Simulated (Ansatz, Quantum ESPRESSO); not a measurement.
## Pt (fcc): bulk modulus from a few volumes

How stiff is fcc Pt under hydrostatic load? Each row relaxes cell and atoms at a set pressure. The phase is followed to these pressures whether or not it stays the stable one.

Calculated with Ansatz 0.2.0, PBEsol, PAW files of the set soft_1, cutoff 600 eV, Fermi–Dirac smearing 0.05 eV, k-mesh 19×19×19, no spin polarisation, no spin-orbit coupling.

Reference cell, relaxed at zero pressure with PBEsol (Fm-3m): a = 2.7704 Å, b = 2.7704 Å, c = 2.7704 Å, α = 60.00°, β = 60.00°, γ = 60.00°.

```csv
atom,x,y,z
Pt,0.0000,0.0000,0.0000
```

| V (Å³/atom) | V/V0 | P (GPa) | E − E0 (meV/atom) |
| --- | --- | --- | --- |
| 15.2544 | 1.0146 | −4.007 | 2.8 |
| 14.5625 | 0.9686 | 9.999 | 14.3 |
| 14.3574 | 0.9549 | 15.000 | 30.2 |
| 14.1684 | 0.9424 | 20.002 | 50.8 |
| 13.8298 | 0.9198 | 30.011 | 103.4 |

V0 = 15.0351 Å³ an atom, where the residual pressure P0 is −0.003 GPa. **Question.** Fit the Birch–Murnaghan law and give the pressure and the energy at V = 14.7864 Å³ an atom, a row left out above.

With the Eulerian strain f = ½[(V0/V)^(2/3) − 1] and F = (P − P0)/[3f(1 + 2f)^(5/2)], the third-order law is the line F = B0 + (3/2) B0 (B′ − 4) f.

| f | F (GPa) |
| --- | --- |
| 0.02864 | 303.86 |
| 0.02019 | 299.19 |
| 0.01561 | 296.61 |
| 0.01076 | 293.79 |
| −0.00480 | 284.63 |

A straight line through the 5 rows: the means are 0.01408 for f and 295.62 for F, Σ(Δx)² = 0.0006191 and ΣΔxΔy = 0.3569, so the slope is 0.3569/0.0006191 = 576.39 and the intercept 295.62 − (576.39)(0.01408) = 287.5.

Hence B0 = 287.5 GPa and B′ = 4 + (576.4)/(1.5 × 287.5) = 5.34. For the withheld volume f = 0.00559, F = 290.72 GPa and P = 5.01 GPa. The run itself gives 5.01 GPa, so the estimate misses by 0.00 GPa, a rounding's worth.

Integrating the same law gives E − E0 = (9/2) B0 V0 f²[1 + (B′ − 4) f] + P0(V0 − V), with 1 GPa Å³ = 6.2415 meV: 3.8 meV an atom. The run itself gives 3.8 meV, so the estimate misses by 0.0 meV, a rounding's worth.

The same fit over all rows at other levels or in other programs gives B0 = 290 GPa with PBEsol (Quantum ESPRESSO, GBRV).

[Logs are printed without paths, hosts, clocks, repeated set-up lines and the standing remarks that a program may print on its own settings, such as how far it seeks lower states.]
